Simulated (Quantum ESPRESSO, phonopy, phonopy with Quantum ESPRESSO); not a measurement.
# CdSe (F-43m): a volume series of phonon spectra, part 2 of 2

Which modes of CdSe drive its thermal expansion? The starting cell is a computed one from a database.

Quantum ESPRESSO 7.5; DFT PBE, scalar-relativistic, plane waves, GBRV ultrasoft pseudopotentials.

So far. Step 16 (Lattice dynamics at this volume, V/V0 0.985): The time given is that of the 2 pw.x runs on displaced cells behind this step.

## Step 17: Self-consistent run, V/V0 1.03

This step: DFT PBE, scalar-relativistic, plane waves, GBRV ultrasoft pseudopotentials (Quantum ESPRESSO 7.5).

System of this step: CdSe. The structure is cubic, space group F-43m (No. 216). Conventional cell: a = 6.255 Å, b = 6.255 Å, c = 6.255 Å, α = 90.00°, β = 90.00°, γ = 90.00°. Nearest to Cd lie 4 Se at 2.71 Å. Nearest to Se lie 4 Cd at 2.71 Å. Farther neighbours and most contacts between anions are not listed.

scf.in

```
&CONTROL
  calculation = 'scf'
  prefix      = 'x'
  outdir      = './tmp'
  pseudo_dir  = './pseudo'
  tprnfor     = .true.
  tstress     = .true.
/
&SYSTEM
  ibrav       = 0
  nat         = 2
  ntyp        = 2
  ecutwfc     = 40.0
  ecutrho     = 240.0
  occupations = 'fixed'
  nbnd        = 11
/
&ELECTRONS
  conv_thr         = 1.0d-12
  mixing_beta      = 0.7
  electron_maxstep = 100
/
ATOMIC_SPECIES
 Cd    112.4140  Cd.upf
 Se     78.9710  Se.upf
CELL_PARAMETERS angstrom
     0.000000000    3.127438575    3.127438575
     3.127438575    0.000000000    3.127438575
     3.127438575    3.127438575    0.000000000
ATOMIC_POSITIONS crystal
 Cd     0.000000000   0.000000000   0.000000000
 Se     0.750000000   0.750000000   0.750000000
K_POINTS automatic
 12 12 12 0 0 0
```

Launch:

```sh
> OMP_NUM_THREADS=1 mpirun -n 8 pw.x -nk 8 -in scf.in > scf.out
```

It took 15 s on 8 MPI ranks of Arm Neoverse N1, shared host.

The run ends at a pressure of -1.20 GPa.

## Step 18: Zone-centre response

ph.in

```
phonons
&INPUTPH
  prefix = 'x'
  outdir = './tmp'
  fildyn = 'x.dyn'
  tr2_ph = 1.0d-18
  epsil  = .true.
/
0.000000000 0.000000000 0.000000000
```

scf.in is that of step 17.

Launch:

```sh
> OMP_NUM_THREADS=1 mpirun -n 8 ph.x -nk 8 -in ph.in > ph.out
```

Wall time 4.2 min (8 MPI ranks); 33 min of CPU time.

ε∞:

```
11.63  0.00  0.00
 0.00 11.63  0.00
 0.00  0.00 11.63
```

The Born charges sum to zero within 0.0087 e; the rest is removed before use. Acoustic frequencies in this log differ from zero by the error of the sum rule, which ph.x does not impose.

## Step 19: Forces on a displaced cell

System of this step: CdSe. The structure is monoclinic, space group Cm (No. 8). The conventional cell has a = 15.321 Å, b = 8.846 Å, c = 8.846 Å, α = 90.00°, β = 125.26°, γ = 90.00°. Nearest to Cd lie 4 Se at 2.69 to 2.72 Å. Nearest to Cd lie 4 Se at 2.71 Å. Nearest to Cd lie 4 Se at 2.71 Å. Farther neighbours and most contacts between anions are not listed.

disp-00001.in

```
&CONTROL
  calculation = 'scf'
  prefix      = 'x'
  outdir      = './tmp'
  pseudo_dir  = './pseudo'
  tprnfor     = .true.
  disk_io     = 'none'
/
&SYSTEM
  ibrav       = 0
  nat         = 16
  ntyp        = 2
  ecutwfc     = 40.0
  ecutrho     = 240.0
  occupations = 'fixed'
  nbnd        = 74
/
&ELECTRONS
  conv_thr         = 1.0d-11
  mixing_beta      = 0.7
  electron_maxstep = 100
/
ATOMIC_SPECIES
 Cd    112.4140  Cd.upf
 Se     78.9710  Se.upf
CELL_PARAMETERS angstrom
     0.000000000    6.254877150    6.254877150
     6.254877150    0.000000000    6.254877150
     6.254877150    6.254877150    0.000000000
ATOMIC_POSITIONS crystal
 Cd     0.002260977   0.000000000   0.000000000
 Cd     0.500000000   0.000000000   0.000000000
 Cd     0.000000000   0.500000000   0.000000000
 Cd     0.500000000   0.500000000   0.000000000
 Cd     0.000000000   0.000000000   0.500000000
 Cd     0.500000000   0.000000000   0.500000000
 Cd     0.000000000   0.500000000   0.500000000
 Cd     0.500000000   0.500000000   0.500000000
 Se     0.375000000   0.375000000   0.375000000
 Se     0.875000000   0.375000000   0.375000000
 Se     0.375000000   0.875000000   0.375000000
 Se     0.875000000   0.875000000   0.375000000
 Se     0.375000000   0.375000000   0.875000000
 Se     0.875000000   0.375000000   0.875000000
 Se     0.375000000   0.875000000   0.875000000
 Se     0.875000000   0.875000000   0.875000000
K_POINTS automatic
 4 4 4 0 0 0
```

Launch:

```sh
> OMP_NUM_THREADS=1 mpirun -n 4 pw.x -nk 4 -in disp-00001.in > disp-00001.out
```

The job ended after 14 min (4 MPI ranks).

## Step 20: Lattice dynamics at this volume, V/V0 1.03

This step: DFT PBE, scalar-relativistic, plane waves, GBRV ultrasoft pseudopotentials (phonopy with Quantum ESPRESSO 4.10.0 / 7.5).

Run time: 14 min. Hardware: 8 threads; 1.9 h of CPU time.

No mode is imaginary beyond numerical noise along the path. The highest zone-centre mode (no LO–TO term) moved by -5.5 % for a volume change of +3.0 %.

The time given is that of the 2 pw.x runs on displaced cells behind this step.

## Step 21: Ground state at this cell, V/V0 0.97

This step: DFT PBE, scalar-relativistic, plane waves, GBRV ultrasoft pseudopotentials (Quantum ESPRESSO 7.5).

System of this step: CdSe. Symmetry: F-43m, No. 216, cubic system. Conventional cell: a = 6.131 Å, b = 6.131 Å, c = 6.131 Å, α = 90.00°, β = 90.00°, γ = 90.00°. Nearest to Cd lie 4 Se at 2.65 Å. Nearest to Se lie 4 Cd at 2.65 Å. Farther neighbours and most contacts between anions are not listed.

scf.in: that of step 18 with these lines changed.

```diff
@@ -26,5 +26,5 @@
 CELL_PARAMETERS angstrom
-     0.000000000    3.127438575    3.127438575
-     3.127438575    0.000000000    3.127438575
-     3.127438575    3.127438575    0.000000000
+     0.000000000    3.065492739    3.065492739
+     3.065492739    0.000000000    3.065492739
+     3.065492739    3.065492739    0.000000000
 ATOMIC_POSITIONS crystal
```

Launch:

```sh
> OMP_NUM_THREADS=1 mpirun -n 8 pw.x -nk 8 -in scf.in > scf.out
```

Elapsed: 13 s, on 8 MPI ranks.

The run ends at a pressure of 1.56 GPa.

## Step 22: Born charges and dielectric tensor

ph.in is that of step 18.

scf.in is that of step 21.

Launch:

```sh
> OMP_NUM_THREADS=1 mpirun -n 8 ph.x -nk 8 -in ph.in > ph.out
```

Run time: 3.8 min. Hardware: 8 MPI ranks.

The Born charges sum to zero within 0.0042 e; the rest is removed before use. Acoustic frequencies in this log differ from zero by the error of the sum rule, which ph.x does not impose.

## Step 23: A displaced supercell

System of this step: CdSe. The structure is monoclinic, space group Cm (No. 8). Conventional cell: a = 15.018 Å, b = 8.671 Å, c = 8.671 Å, α = 90.00°, β = 125.26°, γ = 90.00°. Nearest to Cd lie 4 Se at 2.64 to 2.67 Å. Nearest to Cd lie 4 Se at 2.65 Å. Cd has 4 Se at 2.65 Å nearest. Cd has 4 Se at 2.65 Å nearest. Farther neighbours and most contacts between anions are not listed.

disp-00001.in: that of step 19 with these lines changed.

```diff
@@ -26,7 +26,7 @@
 CELL_PARAMETERS angstrom
-     0.000000000    6.254877150    6.254877150
-     6.254877150    0.000000000    6.254877150
-     6.254877150    6.254877150    0.000000000
+     0.000000000    6.130985478    6.130985478
+     6.130985478    0.000000000    6.130985478
+     6.130985478    6.130985478    0.000000000
 ATOMIC_POSITIONS crystal
- Cd     0.002260977   0.000000000   0.000000000
+ Cd     0.002306666   0.000000000   0.000000000
  Cd     0.500000000   0.000000000   0.000000000
```

Launch:

```sh
> OMP_NUM_THREADS=1 mpirun -n 4 pw.x -nk 4 -in disp-00001.in > disp-00001.out
```

Elapsed: 13 min, on 4 MPI ranks.

## Step 24: Phonons, V/V0 0.97

This step: DFT PBE, scalar-relativistic, plane waves, GBRV ultrasoft pseudopotentials (phonopy with Quantum ESPRESSO 4.10.0 / 7.5).

Run time: 13 min. Hardware: 8 threads; 1.6 h of CPU time.

No mode is imaginary beyond numerical noise along the path. The highest zone-centre mode (no LO–TO term) moved by +5.8 % for a volume change of -3.0 %.

The time given is that of the 2 pw.x runs on displaced cells behind this step.

## Step 25: Ground state at this cell, V/V0 1.045

This step: DFT PBE, scalar-relativistic, plane waves, GBRV ultrasoft pseudopotentials (Quantum ESPRESSO 7.5).

System of this step: CdSe. The structure is cubic, space group F-43m (No. 216). The conventional cell has a = 6.285 Å, b = 6.285 Å, c = 6.285 Å, α = 90.00°, β = 90.00°, γ = 90.00°. Nearest to Cd lie 4 Se at 2.72 Å. Nearest to Se lie 4 Cd at 2.72 Å. Farther neighbours and most contacts between anions are not listed.

scf.in: that of step 22 with these lines changed.

```diff
@@ -26,5 +26,5 @@
 CELL_PARAMETERS angstrom
-     0.000000000    3.065492739    3.065492739
-     3.065492739    0.000000000    3.065492739
-     3.065492739    3.065492739    0.000000000
+     0.000000000    3.142547209    3.142547209
+     3.142547209    0.000000000    3.142547209
+     3.142547209    3.142547209    0.000000000
 ATOMIC_POSITIONS crystal
```

Launch:

```sh
> OMP_NUM_THREADS=1 mpirun -n 8 pw.x -nk 8 -in scf.in > scf.out
```

Elapsed: 13 s, on 8 MPI ranks; 1.8 min of CPU time.

The run ends at a pressure of -1.75 GPa.

## Step 26: Zone-centre response

ph.in is that of step 22.

scf.in is that of step 25.

Launch:

```sh
> OMP_NUM_THREADS=1 mpirun -n 8 ph.x -nk 8 -in ph.in > ph.out
```

Wall time 4 min (8 MPI ranks); 32 min of CPU time.

The Born charges sum to zero within 0.010 e; the rest is removed before use. Acoustic frequencies in this log differ from zero by the error of the sum rule, which ph.x does not impose.

## Step 27: Forces on a displaced cell

System of this step: CdSe. Symmetry: Cm, No. 8, monoclinic system. The conventional cell has a = 15.395 Å, b = 8.888 Å, c = 8.888 Å, α = 90.00°, β = 125.26°, γ = 90.00°. Cd has 4 Se at 2.71 to 2.74 Å nearest. Nearest to Cd lie 4 Se at 2.72 Å. Cd has 4 Se at 2.72 Å nearest. Cd has 4 Se at 2.72 Å nearest. Farther neighbours and most contacts between anions are not listed.

disp-00001.in: that of step 23 with these lines changed.

```diff
@@ -26,7 +26,7 @@
 CELL_PARAMETERS angstrom
-     0.000000000    6.130985478    6.130985478
-     6.130985478    0.000000000    6.130985478
-     6.130985478    6.130985478    0.000000000
+     0.000000000    6.285094417    6.285094417
+     6.285094417    0.000000000    6.285094417
+     6.285094417    6.285094417    0.000000000
 ATOMIC_POSITIONS crystal
- Cd     0.002306666   0.000000000   0.000000000
+ Cd     0.002250107   0.000000000   0.000000000
  Cd     0.500000000   0.000000000   0.000000000
```

Launch:

```sh
> OMP_NUM_THREADS=1 mpirun -n 4 pw.x -nk 4 -in disp-00001.in > disp-00001.out
```

The job ended after 13 min (4 MPI ranks).

## Step 28: Lattice dynamics at this volume, V/V0 1.045

This step: DFT PBE, scalar-relativistic, plane waves, GBRV ultrasoft pseudopotentials (phonopy with Quantum ESPRESSO 4.10.0 / 7.5).

Elapsed: 13 min, on 8 threads; 1.7 h of CPU time.

No mode is imaginary beyond numerical noise along the path. The highest zone-centre mode (no LO–TO term) moved by -8.1 % for a volume change of +4.5 %.

The time given is that of the 2 pw.x runs on displaced cells behind this step.

## Step 29: Ground state at this cell, V/V0 1.06

This step: DFT PBE, scalar-relativistic, plane waves, GBRV ultrasoft pseudopotentials (Quantum ESPRESSO 7.5).

System of this step: CdSe. Symmetry: F-43m, No. 216, cubic system. Conventional cell: a = 6.315 Å, b = 6.315 Å, c = 6.315 Å, α = 90.00°, β = 90.00°, γ = 90.00°. Nearest to Cd lie 4 Se at 2.73 Å. Se has 4 Cd at 2.73 Å nearest. Farther neighbours and most contacts between anions are not listed.

scf.in: that of step 26 with these lines changed.

```diff
@@ -26,5 +26,5 @@
 CELL_PARAMETERS angstrom
-     0.000000000    3.142547209    3.142547209
-     3.142547209    0.000000000    3.142547209
-     3.142547209    3.142547209    0.000000000
+     0.000000000    3.157511945    3.157511945
+     3.157511945    0.000000000    3.157511945
+     3.157511945    3.157511945    0.000000000
 ATOMIC_POSITIONS crystal
```

Launch:

```sh
> OMP_NUM_THREADS=1 mpirun -n 8 pw.x -nk 8 -in scf.in > scf.out
```

It took 12 s on 8 MPI ranks.

The run ends at a pressure of -2.26 GPa.

## Step 30: Zone-centre response

ph.in is that of step 26.

scf.in is that of step 29.

Launch:

```sh
> OMP_NUM_THREADS=1 mpirun -n 8 ph.x -nk 8 -in ph.in > ph.out
```

It took 4 min on 8 MPI ranks.

The Born charges sum to zero within 0.012 e; the rest is removed before use. Acoustic frequencies in this log differ from zero by the error of the sum rule, which ph.x does not impose.

## Step 31: A displaced supercell

System of this step: CdSe. It takes space group Cm (No. 8, monoclinic). Conventional cell: a = 15.469 Å, b = 8.931 Å, c = 8.931 Å, α = 90.00°, β = 125.26°, γ = 90.00°. Nearest to Cd lie 4 Se at 2.72 to 2.75 Å. Nearest to Cd lie 4 Se at 2.73 Å. Nearest to Cd lie 4 Se at 2.73 Å. Farther neighbours and most contacts between anions are not listed.

disp-00001.in: that of step 27 with these lines changed.

```diff
@@ -26,7 +26,7 @@
 CELL_PARAMETERS angstrom
-     0.000000000    6.285094417    6.285094417
-     6.285094417    0.000000000    6.285094417
-     6.285094417    6.285094417    0.000000000
+     0.000000000    6.315023889    6.315023889
+     6.315023889    0.000000000    6.315023889
+     6.315023889    6.315023889    0.000000000
 ATOMIC_POSITIONS crystal
- Cd     0.002250107   0.000000000   0.000000000
+ Cd     0.002239443   0.000000000   0.000000000
  Cd     0.500000000   0.000000000   0.000000000
```

Launch:

```sh
> OMP_NUM_THREADS=1 mpirun -n 4 pw.x -nk 4 -in disp-00001.in > disp-00001.out
```

The job ended after 13 min (4 MPI ranks; 50 min of CPU time).

## Step 32: Lattice dynamics at this volume, V/V0 1.06

This step: DFT PBE, scalar-relativistic, plane waves, GBRV ultrasoft pseudopotentials (phonopy with Quantum ESPRESSO 4.10.0 / 7.5).

It took 13 min on 8 threads; 1.7 h of CPU time.

Phonopy, LO-TO term from ph.x's tensors. Phonon branches along the path, in cm⁻¹:

```csv
point,branch 1,branch 2,branch 3,branch 4,branch 5,branch 6
Γ,0,0,0,140,140,164
halfway,36,36,83,145,145,161
X,46,46,125,151,152,152
halfway,46,55,121,148,151,155
U,45,72,111,146,149,159
jump to K,45,72,111,146,149,159
halfway,31,53,81,142,148,159
Γ,0,0,0,140,140,164
halfway,28,28,79,142,142,162
L,38,38,114,144,144,159
halfway,43,67,106,145,147,158
W,53,75,105,143,155,156
halfway,50,60,117,146,154,155
X,46,46,125,151,152,152
```

No mode is imaginary beyond numerical noise along the path. The highest zone-centre mode (no LO–TO term) moved by -10.6 % for a volume change of +6.0 %.

The time given is that of the 2 pw.x runs on displaced cells behind this step.

## Step 33: How the modes move with volume

This step: DFT PBE, scalar-relativistic, plane waves, GBRV ultrasoft pseudopotentials (phonopy 4.10.0).

This step gave:

```yaml
share_of_modes_with_a_negative_grueneisen_parameter: 0.333
```

Mean Grüneisen, by row:

```csv
T (K),heat-capacity-weighted mean,root mean square
50,-0.573,1.818
100,0.188,1.773
200,0.42,1.769
300,0.464,1.768
500,0.486,1.768
800,0.494,1.768
```

The mean mode Grueneisen parameter by wavenumber:

```csv
wavenumber (cm⁻¹),mean mode Grueneisen parameter
3.1,-
9.2,-3.17
15.3,-2.94
21.5,-2.37
27.6,-2.27
33.8,-2.52
39.9,-2.14
46.0,-1.52
52.2,-0.929
58.3,-0.874
64.5,-0.602
70.6,-0.609
76.7,-0.183
82.9,0.83
89.0,0.756
95.2,0.855
101.3,0.918
107.4,0.993
113.6,1.08
119.7,1.19
125.8,1.23
132.0,1.21
138.1,-
144.3,-
150.4,-
156.5,1.7
162.7,1.86
168.8,1.94
175.0,1.81
181.1,1.71
```

Volume series, by row:

```csv
V/V0,V (Å³/atom),pressure (GPa),E - E0 (meV/atom),gap (eV),zero-point energy (meV/atom),lowest on the path (cm⁻¹),highest at Gamma without the LO-TO term (cm⁻¹)
0.97,28.81,1.559,5.428,0.532,22.49,0,165.3
0.985,29.25,0.781,1.674,0.501,22.06,0,160.7
1,29.7,0.064,0,0.471,21.67,0,156.2
1.015,30.14,-0.594,0.259,0.441,21.23,0,152
1.03,30.59,-1.198,2.279,0.411,20.84,0,147.7
1.045,31.03,-1.752,5.902,0.382,20.41,0,143.6
1.06,31.48,-2.261,11.04,0.354,19.99,0,139.6
```

The optical frequency at Gamma without the LO-TO term, mode 4 by V/V0:

```csv
V/V0,"optical frequency at Gamma without the LO-TO term, mode 4 (cm⁻¹)"
0.9700,165
0.9850,161
1.0000,156
1.0150,152
1.0300,148
1.0450,144
1.0600,140
```

Grüneisen at points, by row:

```csv
point,branch,frequency (cm⁻¹),mode Grüneisen parameter
Γ,4,156.2,1.87
Γ,6,184.4,1.75
X,1,41.9,-2.44
X,3,134.2,1.19
X,4,164.1,1.42
X,5,171,2.02
U,1,40.7,-2.44
U,2,69.7,-0.82
U,3,119.6,1.31
U,4,159,1.49
U,5,168.6,2.02
U,6,177.9,1.92
K,1,40.7,-2.44
K,2,69.7,-0.82
K,3,119.6,1.31
K,4,159,1.49
K,5,168.6,2.02
K,6,177.9,1.92
L,1,34.8,-2.74
L,3,118.9,0.6
L,4,162.7,1.99
L,6,175,1.65
W,1,50.9,-1.18
W,2,71.9,-1.1
W,3,115.8,1.55
W,4,155.7,1.46
W,5,174.7,1.97
W,6,175.4,1.94
```

The printed pressures lie 0.17 GPa below −dE/dV of the same runs on average, in a series that spans 3.8 GPa: energy and stress disagree, as they do when the basis is incomplete, so the pressures are not converged.

## Step 34: Free-energy fit

This step gave:

```yaml
volume_expansion_coefficient_at_300_k: 18.33 1e-6/K
isothermal_bulk_modulus_at_300_k: 40.23 GPa
c_p_at_300_k: 24.29 J/mol-atom/K
grueneisen_parameter_at_300_k: 0.551
```

Energy (each curve on its own zero) against volume; values in meV/atom:

```csv
volume (Å³/atom),static,F at 0 K,F at 300 K,F at 900 K
28.81,5.43,6.68,7.41,10.9
29.25,1.67,2.49,3.1,5.66
29.70,0,0.43,1.12,3.21
30.14,0.26,0.25,0.44,0.81
30.59,2.28,1.87,1.79,0.96
31.03,5.9,5.07,4.33,1.48
31.48,11.0,9.79,8.39,3.54
```

Phonopy-qha, vinet fit of F(V) at each temperature; no electronic free energy. Qha vinet, by row:

```csv
T (K),fitted volume (Å³/atom),alpha_V (1e-6/K),B_T (GPa),C_P (J/mol-atom/K),Grueneisen
100,29.95,6.33,43.25,19.41,0.2546
150,29.96,12.36,42.53,22.22,0.4282
200,29.98,15.26,41.78,23.38,0.4942
250,30.01,17.03,41.01,23.95,0.5288
300,30.04,18.33,40.23,24.29,0.5514
350,30.06,19.43,39.44,24.5,0.5688
400,30.09,20.43,38.63,24.65,0.5834
450,30.13,21.4,37.81,24.76,0.5967
500,30.16,22.38,36.98,24.85,0.6095
550,30.19,23.39,36.14,24.92,0.6219
600,30.23,24.45,35.28,24.99,0.6345
650,30.27,25.58,34.41,25.05,0.6473
700,30.31,26.78,33.52,25.11,0.6604
750,30.35,28.07,32.61,25.18,0.6741
800,30.39,29.47,31.69,25.24,0.6883
850,30.44,31,30.75,25.31,0.7033
```

Table of volume expansion coefficient, phonopy-qha, Vinet by temperature:

```csv
temperature (K),"volume expansion coefficient, phonopy-qha, Vinet (1e-6/K)"
75,0.75
100,6.33
125,9.96
150,12.4
175,14.0
200,15.3
225,16.2
250,17.0
275,17.7
300,18.3
325,18.9
350,19.4
375,19.9
400,20.4
425,20.9
450,21.4
475,21.9
500,22.4
525,22.9
550,23.4
575,23.9
600,24.4
625,25.0
650,25.6
675,26.2
700,26.8
725,27.4
750,28.1
775,28.8
800,29.5
825,30.2
850,31
875,31.8
```

The fit gives a volume expansion of 18.3 × 10⁻⁶/K at 300 K.

## Step 35: Summary of results

```
volume expansion coefficient at 300 K  : 18.33 1e-6/K
isothermal bulk modulus at 300 K       : 40.23 GPa
C_P at 300 K                           : 24.29 J/mol-atom/K
Grüneisen parameter at 300 K           : 0.551
mean mode Grüneisen parameter at 300 K : 0.464
```

In words: Near room temperature CdSe expands by 18.3 × 10⁻⁶/K in volume by PBE, with C_P = 24.3 J/(mol K) per mole of atoms and B_T = 40.2 GPa. Between 300 and 850 K the bulk modulus falls by 24 % and the Grüneisen parameter grows; in this range the quasi-harmonic approximation, which lacks anharmonicity at fixed volume, tends to overshoot. C_P at room temperature is 97 % of the classical 3R an atom. The heat-capacity-weighted Grüneisen parameter goes from -0.573 at 50 K to 0.494 at 800 K; 33 % of the modes stiffen on expansion. Weighting γ by the density of states and each mode's heat capacity at 300 K, the lowest third of the frequency range (cuts at 60 and 130 cm⁻¹) pulls the cell inward, while the rest pushes it outward. Among the labelled points γ is largest for branch 5 at X (171 cm⁻¹, 2.0) and most negative for branch 1 at L (34.8 cm⁻¹, -2.7). The printed pressures lie 0.17 GPa below −dE/dV of the same runs on average, in a series that spans 3.8 GPa: energy and stress disagree, as they do when the basis is incomplete, so the pressures are not converged. The supercell is 7.3 Å across at its narrowest and was not tested against a larger one: only its own wavevectors are exact, and acoustic branches between them, with the entropy at low temperature, can be off.

[Logs are printed without paths, hosts, clocks, repeated set-up lines and the standing remarks that a program may print on its own settings, such as how far it seeks lower states.]

[Hosts, paths, dates, database ids (printed as entryN), source tags and the programs' standing remarks are cut or masked in the printed files.]

[A step with changed settings may run another functional than the one named; its input shows which.]

[Of the runs on displaced cells, only some may be shown.]
